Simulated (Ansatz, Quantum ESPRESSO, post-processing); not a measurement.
# MgS(001): dielectric constant from slabs in a field, part 3 of 7

Aim: the dielectric constant along the normal from slabs of two thicknesses in a field, starting with MgS(001), 5 layers.

Quantum ESPRESSO 7.5; plane-wave DFT, PBE, GBRV ultrasoft pseudopotentials; geometry by Ansatz 0.2.0 with PAW datasets.

So far. Step 3 (SCF with pw.x, 5 layers: no field): The run needed 13 iterations to bring the estimated error under 1e-10 Ry. Step 4 (Electrostatic potential, 5 layers): The vacuum is flat to 0.1 meV/Å, so its level is well defined. Inside the slab the curve depends on the local part of the pseudopotentials; only the vacuum level has a meaning of its own.

## Step 5: Ground state, 5 layers: field 0.1 V/Å

With the ions clamped, only the electrons screen the field of 0.1 V/Å.

n5.f1.in reads:

```
&control
  prefix = 'n5.f1'
  outdir = './out'
  pseudo_dir = './pseudo'
  calculation = 'scf'
  tprnfor = .true.
  tefield = .true.
  dipfield = .true.
/
&system
  ibrav = 0
  nat = 10
  ntyp = 2
  ecutwfc = 40
  ecutrho = 200
  occupations = 'fixed'
  edir = 3
  emaxpos = 0.97
  eopreg = 0.04
  eamp = 0.00194469
/
&electrons
  conv_thr = 1e-10
  mixing_beta = 0.5
  electron_maxstep = 120
/
ATOMIC_SPECIES
  Mg  24.3050  mg_pbe_v1.4.uspp.F.UPF
  S   32.0600  s_pbe_v1.4.uspp.F.UPF
CELL_PARAMETERS angstrom
  3.69816846560000 0.00000000000000 0.00000000000000
  0.00000000000000 3.69816846560000 0.00000000000000
  0.00000000000000 0.00000000000000 26.46000000000000
ATOMIC_POSITIONS crystal
  Mg  -0.000000000000 0.000000000000 0.307062494008
  S   0.500000000000 0.500000000000 0.299543126174
  Mg  0.500000000000 0.500000000000 0.399245262522
  S   -0.000000000000 0.000000000000 0.402016498469
  Mg  -0.000000000000 0.000000000000 0.500000002397
  S   0.500000000000 0.500000000000 0.499999995728
  Mg  0.500000000000 0.500000000000 0.600754743960
  S   0.000000000000 0.000000000000 0.597983497093
  Mg  0.000000000000 0.000000000000 0.692937510246
  S   0.500000000000 0.500000000000 0.700456869403
K_POINTS automatic
  6 6 1 0 0 0
```

Started as:

```bash
OMP_NUM_THREADS=1 mpirun -n 8 pw.x -nk 2 -in n5.f1.in > n5.f1.out
```

Output:

```text
[banner, memory and clock lines left out]
Program PWSCF v.7.5 starts
[citation notice left out]

[...]
bravais-lattice index     =            0
     lattice parameter (alat)  =       6.9885  a.u.
     unit-cell volume          =    2442.0796 (a.u.)^3
     number of atoms/cell      =           10
     number of atomic types    =            2
     number of electrons       =        80.00
     number of Kohn-Sham states=           40
     kinetic-energy cutoff     =      40.0000  Ry
     charge density cutoff     =     200.0000  Ry
     scf convergence threshold =      1.0E-10
     mixing beta               =       0.5000
     number of iterations used =            8  plain     mixing
     Exchange-correlation=  SLA  PW   PBX  PBC
                           (   1   4   3   4   0   0   0)

[...]
PseudoPot. # 1 for Mg read from file:
     ./pseudo/mg_pbe_v1.4.uspp.F.UPF
     Pseudo is Ultrasoft, Zval = 10.0
     Generated by new atomic code, or converted to UPF format
     Using radial grid of  821 points,  7 beta functions with:
                l(1) =   0
                l(2) =   0
                l(3) =   0
                l(4) =   1
                l(5) =   1
                l(6) =   2
                l(7) =   2
     Q(r) pseudized with  8 coefficients,  rinner =    1.200   1.200   1.200
                                                       1.200   1.200

     PseudoPot. # 2 for S  read from file:
     ./pseudo/s_pbe_v1.4.uspp.F.UPF
     Pseudo is Ultrasoft + core correction, Zval =  6.0
     Generated by new atomic code, or converted to UPF format
     Using radial grid of  907 points,  6 beta functions with:
                l(1) =   0
                l(2) =   0
                l(3) =   1
                l(4) =   1
                l(5) =   2
                l(6) =   2
     Q(r) pseudized with  8 coefficients,  rinner =    1.300   1.300   1.300
                                                       1.300   1.300

     atomic species   valence    mass     pseudopotential
     Mg               10.00    24.30500     Mg( 1.00)
     S                 6.00    32.06000     S ( 1.00)

     No symmetry found

[...]
number of k points=    20
[...]
Dense  grid:   116705 G-vectors     FFT dimensions: (  32,  32, 225)

     Smooth grid:    83325 G-vectors     FFT dimensions: (  30,  30, 216)

     Initial potential from superposition of free atoms

     starting charge      78.4987, renormalised to      80.0000

     negative rho (up, down):  7.543E-04 0.000E+00

     Adding external electric field

     Computed dipole along edir(3) :
        Dipole                0.0000 Ry au,          0.0000 Debye
        Dipole field          0.0000 Ry au,

        E field amplitude [Ha a.u.]:  1.9447E-03
        Potential amp.        0.1867 Ry
        Total length         48.0021 bohr

     Starting wfcs are   45 randomized atomic wfcs

     per-process dynamical memory:    48.9 Mb

     Self-consistent Calculation

     iteration #  1     ecut=    40.00 Ry     beta= 0.50
     Davidson diagonalization with overlap
     ethr =  1.00E-02,  avg # of iterations =  2.0

     negative rho (up, down):  2.665E-04 0.000E+00

     Adding external electric field

     Computed dipole along edir(3) :
        Dipole                0.2582 Ry au,          0.6563 Debye
        Dipole field          0.0013 Ry au,

        E field amplitude [Ha a.u.]:  1.9447E-03
        Potential amp.        0.0591 Ry
        Total length         48.0021 bohr

     total energy              =    -747.88235402 Ry
     estimated scf accuracy    <       1.01759477 Ry

     iteration #  2     ecut=    40.00 Ry     beta= 0.50
[...]
negative rho (up, down):  1.508E-04 0.000E+00

[...]
Dipole                0.0398 Ry au,          0.1011 Debye
[...]
E field amplitude [Ha a.u.]:  1.9447E-03
[...]
total energy              =    -748.11389981 Ry
     estimated scf accuracy    <       0.06185860 Ry

     iteration #  3     ecut=    40.00 Ry     beta= 0.50
[...]
negative rho (up, down):  1.141E-04 0.000E+00

[...]
Dipole                0.3004 Ry au,          0.7636 Debye
[...]
E field amplitude [Ha a.u.]:  1.9447E-03
[...]
total energy              =    -748.11615606 Ry
     estimated scf accuracy    <       0.01321161 Ry

     iteration #  4     ecut=    40.00 Ry     beta= 0.50
[...]
negative rho (up, down):  9.546E-05 0.000E+00

[...]
Dipole                0.1125 Ry au,          0.2859 Debye
[...]
E field amplitude [Ha a.u.]:  1.9447E-03
[...]
total energy              =    -748.11640007 Ry
     estimated scf accuracy    <       0.00707788 Ry

     iteration #  5     ecut=    40.00 Ry     beta= 0.50
[...]
negative rho (up, down):  8.501E-05 0.000E+00

[...]
Dipole                0.1507 Ry au,          0.3832 Debye
[...]
E field amplitude [Ha a.u.]:  1.9447E-03
[...]
total energy              =    -748.11780727 Ry
     estimated scf accuracy    <       0.00083223 Ry

     iteration #  6     ecut=    40.00 Ry     beta= 0.50
[...]
negative rho (up, down):  7.968E-05 0.000E+00

[...]
Dipole                0.1697 Ry au,          0.4314 Debye
[...]
E field amplitude [Ha a.u.]:  1.9447E-03
[...]
total energy              =    -748.11789623 Ry
     estimated scf accuracy    <       0.00008335 Ry

[...]
iteration # 12     ecut=    40.00 Ry     beta= 0.50
[...]
negative rho (up, down):  7.308E-05 0.000E+00

[...]
Dipole                0.1605 Ry au,          0.4079 Debye
[...]
E field amplitude [Ha a.u.]:  1.9447E-03
[...]
total energy              =    -748.11792861 Ry
     estimated scf accuracy    <       0.00000006 Ry

     iteration # 13     ecut=    40.00 Ry     beta= 0.50
[...]
negative rho (up, down):  7.302E-05 0.000E+00

[...]
Dipole                0.1606 Ry au,          0.4081 Debye
[...]
E field amplitude [Ha a.u.]:  1.9447E-03
[...]
total energy              =    -748.11792862 Ry
     estimated scf accuracy    <          3.3E-09 Ry

     iteration # 14     ecut=    40.00 Ry     beta= 0.50
[...]
negative rho (up, down):  7.299E-05 0.000E+00

[...]
Dipole                0.1606 Ry au,          0.4082 Debye
[...]
E field amplitude [Ha a.u.]:  1.9447E-03
[...]
total energy              =    -748.11792862 Ry
     estimated scf accuracy    <          1.0E-09 Ry

     iteration # 15     ecut=    40.00 Ry     beta= 0.50
[...]
negative rho (up, down):  7.296E-05 0.000E+00

[...]
Dipole                0.1606 Ry au,          0.4082 Debye
[...]
E field amplitude [Ha a.u.]:  1.9447E-03
[...]
End of self-consistent calculation

          k = 0.0000 0.0000 0.0000 ( 10313 PWs)   bands (ev):

   -74.8286 -74.6586 -74.5120 -74.4227 -74.4126 -41.6270 -41.5741 -41.5741
   -41.4579 -41.4037 -41.4037 -41.2814 -41.2814 -41.2682 -41.1942 -41.1851
   -41.1851 -41.1820 -41.1820 -41.1685 -12.1917 -11.8853 -11.3043 -10.9748
   -10.7179  -3.5823  -2.9319  -1.7858  -1.2598  -1.2598  -0.9663  -0.9663
    -0.9134  -0.4396  -0.4396  -0.1175  -0.1066  -0.1066   0.1967   0.1967

          k = 0.0000 0.1667 0.0000 ( 10364 PWs)   bands (ev):

   -74.8285 -74.6586 -74.5120 -74.4227 -74.4125 -41.6269 -41.5749 -41.5741
   -41.4579 -41.4045 -41.4037 -41.2822 -41.2813 -41.2681 -41.1942 -41.1859
   -41.1850 -41.1827 -41.1819 -41.1685 -12.0253 -11.7394 -11.1845 -10.8929
   -10.6754  -3.4717  -3.1129  -2.4552  -2.1382  -1.4937  -1.4649  -1.1241
    -0.9722  -0.8530  -0.7340  -0.3571  -0.1641  -0.0659   0.0389   0.1879

[...]
highest occupied level (ev):     0.1967

!    total energy              =    -748.11792862 Ry
     estimated scf accuracy    <          2.8E-11 Ry

     The total energy is the sum of the following terms:
     one-electron contribution =   -4148.12666948 Ry
     hartree contribution      =    2065.78209930 Ry
     xc contribution           =    -127.23901129 Ry
     ewald contribution        =    1461.46614471 Ry
     electric field correction =      -0.00049187 Ry

     convergence has been achieved in  15 iterations

     negative rho (up, down):  7.296E-05 0.000E+00

     Forces acting on atoms (cartesian axes, Ry/au):

     atom    1 type  1   force =    -0.00000000   -0.00000001    0.00163084
     atom    2 type  2   force =    -0.00000002    0.00000000   -0.00130675
     atom    3 type  1   force =     0.00000001   -0.00000002    0.00168188
     atom    4 type  2   force =    -0.00000000    0.00000000   -0.00160571
     atom    5 type  1   force =    -0.00000002    0.00000001    0.00166832
     atom    6 type  2   force =     0.00000000    0.00000000   -0.00168773
     atom    7 type  1   force =     0.00000002    0.00000002    0.00161783
     atom    8 type  2   force =    -0.00000001    0.00000000   -0.00168298
     atom    9 type  1   force =     0.00000002   -0.00000002    0.00129550
     atom   10 type  2   force =     0.00000001    0.00000002   -0.00161121

     Total force =     0.005013     Total SCF correction =     0.000022

[...]
```

Wall time 37 s (8 MPI ranks of Arm Neoverse V2, shared host); peak memory 1 GiB; 4.9 min of CPU time.

Read from the output:

* free energy: -10178.6630 eV
* dipole along the normal: 0.08498 e·Å
* valence top, on the run's zero: 0.1967 eV

## Step 6: Electrostatic potential, 5 layers

n5.f1.pot.in reads:

```
&inputpp
  prefix = 'n5.f1'
  outdir = './out'
  filplot = 'n5.f1.pot.dat'
  plot_num = 11
/
```

Started as:

```bash
OMP_NUM_THREADS=1 mpirun -n 8 pp.x -in n5.f1.pot.in > n5.f1.pot.out
```

The job ended after 0.93 s (8 MPI ranks; peak memory 0.11 GiB).

Read from the output:

```
slope of the potential above                                          : 0.1001 eV/Å
upper vacuum line continued to the top atoms, over the valence top    : 5.478 eV
slope of the potential below                                          : 0.09994 eV/Å
lower vacuum line continued to the bottom atoms, over the valence top : 5.541 eV
```

The slope in the vacuum is 0.100 eV/Å for an applied 0.10 V/Å, as it should be.

Each curve counts from the valence top of its own run.

The potential energy (potential at 0.0 V/Å) oscillates, so the rows of the table below give means over windows of 2.59 Å about each position, cut where the curve ends. Its maxima inside the range that stand out by 2 % of the span (Å: eV): 9.3: 2.85, 11.9: 3.29, 14.6: 3.29, 17.2: 2.85. Its minima: 8.0: -14.4, 10.6: -14.9, 13.3: -14.7, 15.9: -14.9, 18.5: -14.4.

The runs together. The potential energy by z; means over each step:

```csv
z (Å),potential at 0.0 V/Å (eV),potential at 0.1 V/Å (eV)
1.29,5.52,4.90
3.88,5.52,5.13
6.47,2.41,2.25
9.06,-4.07,-4.16
11.65,-3.85,-3.89
14.24,-3.83,-3.83
16.84,-4.17,-4.11
19.42,-1.60,-1.49
22.02,5.51,5.81
24.60,5.52,6.07
```

## Step 7: Clamped-ion dielectric constant from the field inside the slab, 5 layers

This step gave:

* change of slope in the vacuum: 0.09999 eV/Å
* polarisability a cell: 12.24 Å³
* sheet polarisability 4πα/A: 11.24 Å
* change of slope inside: 0.01830 eV/Å
* dielectric constant: 5.465

Running mean over one layer period, set to zero at the slab's centre. Table of change of the potential energy, second field less first by z:

```csv
z (Å),"change of the potential energy, second field less first (eV)"
0.0,-0.152
0.5,-0.393
1.0,-0.568
1.5,-0.607
2.0,-0.559
2.5,-0.509
3.0,-0.459
3.5,-0.409
4.0,-0.360
4.5,-0.310
5.0,-0.262
5.5,-0.217
6.0,-0.176
6.5,-0.144
7.0,-0.119
7.5,-0.103
8.0,-0.0917
8.5,-0.0834
9.0,-0.0754
9.5,-0.0671
10.0,-0.0584
10.5,-0.0493
11.0,-0.0400
11.5,-0.0307
12.0,-0.0214
12.5,-0.0122
13.0,-0.00310
13.5,0.00596
14.0,0.0151
14.5,0.0243
15.0,0.0335
15.5,0.0428
16.0,0.0520
16.5,0.0611
17.0,0.0697
17.5,0.0780
18.0,0.0860
18.5,0.0944
19.0,0.106
19.5,0.123
20.0,0.148
20.5,0.182
21.0,0.223
21.5,0.269
22.0,0.318
22.5,0.367
23.0,0.417
23.5,0.467
24.0,0.517
24.5,0.560
25.0,0.503
25.5,0.310
26.0,0.0695
```

ε = 0.1000 / 0.0183 = 5.46.

(Continued in part 4 of 7.)

[Logs are printed without paths, hosts, clocks, repeated set-up lines and the standing remarks that a program may print on its own settings, such as how far it seeks lower states.]

[Hosts, paths, dates, database ids (printed as entryN), source tags and the programs' standing remarks are cut or masked in the printed files.]

[Maps of the electrostatic potential energy from Ansatz leave out the sawtooth potential of an applied field or a dipole correction, so their vacuum need not be flat; planar profiles and work functions include it.]
